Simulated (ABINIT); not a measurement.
# GaN (P6_3mc): G0W0 with ABINIT, start to end

Wanted: ground state, empty states, screening and self-energy for GaN (P6_3mc).

Calculated with ABINIT 10.8.3; PBE and many-body steps on it, plane waves.

The database entry behind the starting cell differs from other determinations of this structure, so it need not match the best structure at room temperature.

### Step 1. Starting point

Symmetry: P6_3mc, No. 186, hexagonal system. The conventional cell has a = 3.180 Å, b = 3.180 Å, c = 5.166 Å, α = 90.00°, β = 90.00°, γ = 120.00°. Nearest to Ga lie 4 N at 1.94 to 1.95 Å. Nearest to N lie 4 Ga at 1.94 to 1.95 Å. Farther neighbours, and contacts between anions beyond the nearest, are not listed.

The cell and positions come from the Crystallography Open Database and are kept as given unless a step says otherwise.

### Step 2. Ground state

This step: ABINIT 10.8.3; DFT, PBE with spin-orbit coupling, plane waves, norm-conserving pseudopotentials.

The ground-state density comes first.

Input file run.abi:

```
acell 3*1.0 Angstrom
rprim 
  3.179999999980 0.000000000005 0.000000000000
  -1.589999999994 2.753960784015 0.000000000000
  0.000000000000 0.000000000000 5.166000000000
ntypat 2
znucl 31 7
natom 4
typat 1 1 2 2
xred 
  0.333333333333 0.666666666667 0.000000000000
  0.666666666667 0.333333333333 0.500000000000
  0.333333333333 0.666666666667 0.375000000000
  0.666666666667 0.333333333333 0.875000000000
pp_dirpath "pseudos"
pseudos "Ga.upf, N.upf"
ecut 36
nspinor 2
ngkpt 6 6 4
nshiftk 1
shiftk 0 0 0
kptopt 1
chksymbreak 0
nband 48
occopt 1
tolvrs 1e-10
nstep 60
prtwf 0
optforces 0
optstress 0
indata_prefix "in"
outdata_prefix "out"
tmpdata_prefix "tmp"
```

Command:

```sh
OMP_NUM_THREADS=1 mpirun -n 8 abinit run.abi > log
```

Standard output:

```text
.Version 10.8.3 of ABINIT. v10.8.2 released Aug 2026.

 Symmetries : space group P6_3 m c (#186); Bravais hP (primitive hexag.)
================================================================================
 Values of the parameters that define the memory need of the present run
     intxc =       0    ionmov =       0      iscf =       7    lmnmax =      14
     lnmax =      14     mgfft =      54  mpssoang =       5    mqgrid =    3001
     natom =       4  nloc_mem =       1    nspden =       1   nspinor =       2
    nsppol =       1      nsym =      12    n1xccc =    2501    ntypat =       2
    occopt =       1   xclevel =       2
-    mband =          48        mffmem =           1         mkmem =           3
       mpw =        3168          nfft =       69984          nkpt =          21
================================================================================
  Rough estimation (10% accuracy) of disk space for files :
================================================================================

--------------------------------------------------------------------------------
------------- Echo of variables that govern the present computation ------------
--------------------------------------------------------------------------------
 -outvars: echo values of preprocessed input variables --------
            acell      1.8897261259E+00  1.8897261259E+00  1.8897261259E+00 Bohr

      chksymbreak           0
             ecut      3.60000000E+01 Hartree
-          fftalg         312

              ixc     -101130
              kpt      0.00000000E+00  0.00000000E+00  0.00000000E+00
                       1.66666667E-01  0.00000000E+00  0.00000000E+00
                       3.33333333E-01  0.00000000E+00  0.00000000E+00
                       5.00000000E-01  0.00000000E+00  0.00000000E+00
                       1.66666667E-01  1.66666667E-01  0.00000000E+00
                       3.33333333E-01  1.66666667E-01  0.00000000E+00
                       3.33333333E-01  3.33333333E-01  0.00000000E+00
                       0.00000000E+00  0.00000000E+00  2.50000000E-01
                       1.66666667E-01  0.00000000E+00  2.50000000E-01
   [... 10 further rows ...]
                       3.33333333E-01  1.66666667E-01  5.00000000E-01
                       3.33333333E-01  3.33333333E-01  5.00000000E-01
         kptrlatt        6    0    0      0    6    0      0    0    4
          kptrlen      3.60559745E+01
P           mkmem           3
            natom           4
            nband          48
            ngfft          36      36      54
             nkpt          21
          nspinor           2
            nstep          60
             nsym          12
           ntypat           2
              occ      1.000000  1.000000  1.000000  1.000000  1.000000  1.000000
                       1.000000  1.000000  1.000000  1.000000  1.000000  1.000000
                       1.000000  1.000000  1.000000  1.000000  1.000000  1.000000
                       1.000000  1.000000  1.000000  1.000000  1.000000  1.000000
                       1.000000  1.000000  1.000000  1.000000  1.000000  1.000000
                       1.000000  1.000000  1.000000  1.000000  1.000000  1.000000
                       0.000000  0.000000  0.000000  0.000000  0.000000  0.000000
                       0.000000  0.000000  0.000000  0.000000  0.000000  0.000000
        optforces           0
        optstress           0
            prtwf           0
            rprim      3.1800000000E+00  5.0000000000E-12  0.0000000000E+00
[...]
spgroup         186

           tolvrs      1.00000000E-10

             xred      3.3333333333E-01  6.6666666667E-01  1.1102230246E-16
[...]
znucl       31.00000    7.00000

================================================================================

 chkinp: Checking input parameters for consistency.

================================================================================
== DATASET  1 ==================================================================
-   mpi_nproc: 8, omp_nthreads: 1 (-1 if OMP is not activated)

--- !DatasetInfo
iteration_state: {dtset: 1, }
dimensions: {natom: 4, nkpt: 21, mband: 48, nsppol: 1, nspinor: 2, nspden: 1, mpw: 3168, }
cutoff_energies: {ecut:  36.0, pawecutdg:  -1.0, }
electrons: {nelect:   3.60000000E+01, charge:   0.00000000E+00, occopt:   1.00000000E+00, tsmear:   1.00000000E-02, }

 Real(R)+Recip(G) space primitive vectors, cartesian coordinates (Bohr,Bohr^-1):
 R(1)=  6.0093291  0.0000000  0.0000000  G(1)=  0.1664079  0.0960757  0.0000000
 R(2)= -3.0046645  5.2042316  0.0000000  G(2)=  0.0000000  0.1921513  0.0000000
 R(3)=  0.0000000  0.0000000  9.7623252  G(3)=  0.0000000  0.0000000  0.1024346
 Unit cell volume ucvol=  3.0530638E+02 bohr^3
 Angles (23,13,12)=  9.00000000E+01  9.00000000E+01  1.20000000E+02 degrees

 getcut: wavevector=  0.0000  0.0000  0.0000  ngfft=  36  36  54
         ecut(hartree)=     36.000   => boxcut(ratio)=   2.04797

--- Pseudopotential description ------------------------------------------------
- Ga Generated using ONCVPSP code by D. R. Hamann
- 31.00000  13.00000  180423                  znucl, zion, pspdat
12 -101130 2 -1 1926                          pspcod,pspxc,lmax,lloc,mmax
     nproj     2     3     2     0
     spin-orbit psp
        nprojso     4     3     0
  pspatm : epsatm=   24.69668326
         --- l  ekb(1:nproj) -->
[...]
1    6.514227    1.183917    0.006271
[...]
spin-orbit 1    0.834340   -0.139931    0.048290   -0.000153
  spin-orbit 2    0.012877    0.008543   -0.000167
 pspatm: atomic psp has been read  and splines computed

- N Generated using ONCVPSP code by D. R. Hamann
-  7.00000   5.00000  180423                  znucl, zion, pspdat
12 -101130 1 -1 1058                          pspcod,pspxc,lmax,lloc,mmax
     nproj     2     2     0     0
     spin-orbit psp
        nprojso     2     0     0
  pspatm : epsatm=    5.21132191
         --- l  ekb(1:nproj) -->
[...]
spin-orbit 1    0.005231    0.001392
 pspatm: atomic psp has been read  and splines computed

   2.15337637E+03                                ecore*ucvol(ha*bohr**3)
--------------------------------------------------------------------------------

_setup2: Arith. and geom. avg. npw (full set) are    3150.063    3150.043

================================================================================

--- !BeginCycle
iteration_state: {dtset: 1, }
solver: {iscf: 7, nstep: 60, nline: 4, wfoptalg: 0, }
tolerances: {tolvrs: 1.00E-10, }

     iter   Etot(hartree)      deltaE(h)  residm     vres2
 ETOT  1  -172.05818739679    -1.721E+02 4.537E-01 1.202E+03
 ETOT  2  -173.38892693101    -1.331E+00 6.593E-02 1.310E+03
 ETOT  3  -173.73125919266    -3.423E-01 4.872E-02 9.121E+00
 ETOT  4  -173.73285624728    -1.597E-03 2.218E-02 5.261E+00
 ETOT  5  -173.73367107505    -8.148E-04 6.146E-03 5.254E-01
 ETOT  6  -173.73382821940    -1.571E-04 7.069E-03 2.505E-02
 ETOT  7  -173.73383488319    -6.664E-06 1.365E-03 1.403E-03
 ETOT  8  -173.73383520230    -3.191E-07 1.263E-03 9.909E-05
 ETOT  9  -173.73383522739    -2.509E-08 7.377E-04 1.819E-06
 ETOT 10  -173.73383522792    -5.317E-10 4.366E-04 1.557E-07
 ETOT 11  -173.73383522796    -4.300E-11 3.311E-04 6.136E-10
 ETOT 12  -173.73383522796    -6.537E-13 1.843E-04 2.100E-11

 At SCF step   12       vres2   =  2.10E-11 < tolvrs=  1.00E-10 =>converged.

--- !ResultsGS
iteration_state: {dtset: 1, }
comment   : Summary of ground state results
lattice_vectors:
- [  6.0093291,   0.0000000,   0.0000000, ]
- [ -3.0046645,   5.2042316,   0.0000000, ]
- [  0.0000000,   0.0000000,   9.7623252, ]
lattice_lengths: [   6.00933,    6.00933,    9.76233, ]
lattice_angles: [ 90.000,  90.000, 120.000, ] # degrees, (23, 13, 12)
lattice_volume:   3.0530638E+02
convergence: {deltae: -6.537E-13, res2:  2.100E-11, residm:  1.843E-04, diffor:  0.000E+00, }
etotal    :  -1.73733835E+02
entropy   :   0.00000000E+00
fermie    :   2.01415072E-01
cartesian_stress_tensor: null
pressure_GPa: null
xred      :
- [  3.3333E-01,   6.6667E-01,   1.1102E-16, Ga]
- [  6.6667E-01,   3.3333E-01,   5.0000E-01, Ga]
- [  3.3333E-01,   6.6667E-01,   3.7500E-01,  N]
- [  6.6667E-01,   3.3333E-01,   8.7500E-01,  N]
cartesian_forces: null
force_length_stats: {min: null, max: null, mean: null, }

 Integrated electronic density in atomic spheres:
 ------------------------------------------------
 Atom  Sphere_radius  Integrated_density
[...]
4        2.00000          5.27918495
================================================================================

 ----iterations are completed or convergence reached----

 Mean square residual over all n,k,spin=   41.589E-08; max=  18.432E-05
 reduced coordinates (array xred) for    4 atoms
       0.333333      0.666667      0.000000
       0.666667      0.333333      0.500000
       0.333333      0.666667      0.375000
       0.666667      0.333333      0.875000
 rms dE/dt=  0.0000E+00; max dE/dt=  0.0000E+00; dE/dt below (all hartree)
    1       0.000000      0.000000      0.000000
    2       0.000000      0.000000      0.000000
    3       0.000000      0.000000      0.000000
    4       0.000000      0.000000      0.000000

 cartesian coordinates (angstrom) at end:
    1     -2.67e-12     1.835974     0.000000
    2      1.590000     0.917987     2.583000
    3     -2.67e-12     1.835974     1.937250
    4      1.590000     0.917987     4.520250
 length scales=  1.889726  1.889726  1.889726 bohr
              =  1.000000  1.000000  1.000000 angstroms
 prteigrs : about to open file out_EIG
 Fermi (or HOMO) energy (hartree) =   0.20142   Average Vxc (hartree)=  -0.43327
 Eigenvalues (hartree) for nkpt=  21  k points:
 kpt#   1, nband= 48, wtk=  0.00694, kpt=  0.0000  0.0000  0.0000 (reduced coord)
  -0.38828   -0.38828   -0.35556   -0.35556   -0.30477   -0.30477   -0.30446   -0.30446
  -0.30308   -0.30308   -0.29093   -0.29093   -0.29021   -0.29021   -0.28638   -0.28638
  -0.28456   -0.28456   -0.28382   -0.28382   -0.27909   -0.27909   -0.23558   -0.23558
  -0.06075   -0.06075    0.16189    0.16189    0.16285    0.16285    0.19904    0.19904
   0.20120    0.20120    0.20142    0.20142    0.27500    0.27500    0.36071    0.36071
   0.54175    0.54175    0.56322    0.56322    0.57123    0.57123    0.60252    0.60252
 prteigrs : prtvol=0 or 1, do not print more k-points.

--- !EnergyTerms
iteration_state     : {dtset: 1, }
comment             : Components of total free energy in Hartree
kinetic             :  1.402972E+02
hartree             :  4.357640E+01
xc                  : -4.814216E+01
Ewald energy        : -1.170035E+02
psp_core            :  7.053165E+00
local_psp           : -1.206890E+02
non_local_psp       : -7.882598E+01
total_energy        : -1.737338E+02
total_energy_eV     : -4.727538E+03
band_energy         : -6.038126E+00

== END DATASET(S) ==============================================================
================================================================================

 -outvars: echo values of variables after computation  --------
           etotal     -1.7373383523E+02
            nband          48
             nkpt          21
          spgroup         186
 [... the other variables as echoed above ...]

 Calculation completed.
```

Run time: 55 s. Hardware: 8 MPI ranks of Arm Neoverse V1, shared host; peak memory 0.67 GiB; 7.4 min of CPU time.

Numbers from this step:

```
total energy               : -4727.5385 eV
gap                        : 2.002 eV
k of the valence top       : 0, 0, 0
k of the conduction bottom : 0, 0, 0
least direct gap           : 2.002 eV
```

The gap is direct, at Γ.

[end of part 1 of 3]

[Long decimals in the printed logs are rounded to 6 places.]

[Logs are printed without paths, hosts, clocks, repeated set-up lines and the standing remarks that a program may print on its own settings, such as how far it seeks lower states.]

[Paths, hosts, dates, memory and timing lines, banners, echoed tables and standing remarks are left out of the program output; an Ansatz launch command may be rebuilt from the run's recorded settings. Measured values are a selection of at most five: reports struck by readers or far from the other reports are left out. None is set beside runs whose start may be inverted or whose files or cutoffs have a known fault.]

[Runs of the session that timed out or met a known fault of the program may be left out.]

[Hosts, paths, dates, database ids (printed as entryN), source tags and the programs' standing remarks are cut or masked in the printed files.]

[G0W0 gaps are taken among the corrected bands and points alone; a level outside them can change the order at an edge.]

[Where Ansatz stands beside ABINIT at settings called matched, ABINIT's density can come from a denser mesh and the files from another edition; pairs whose starting gaps differed by over 0.03 eV were left out, so agreement reads better than it is.]
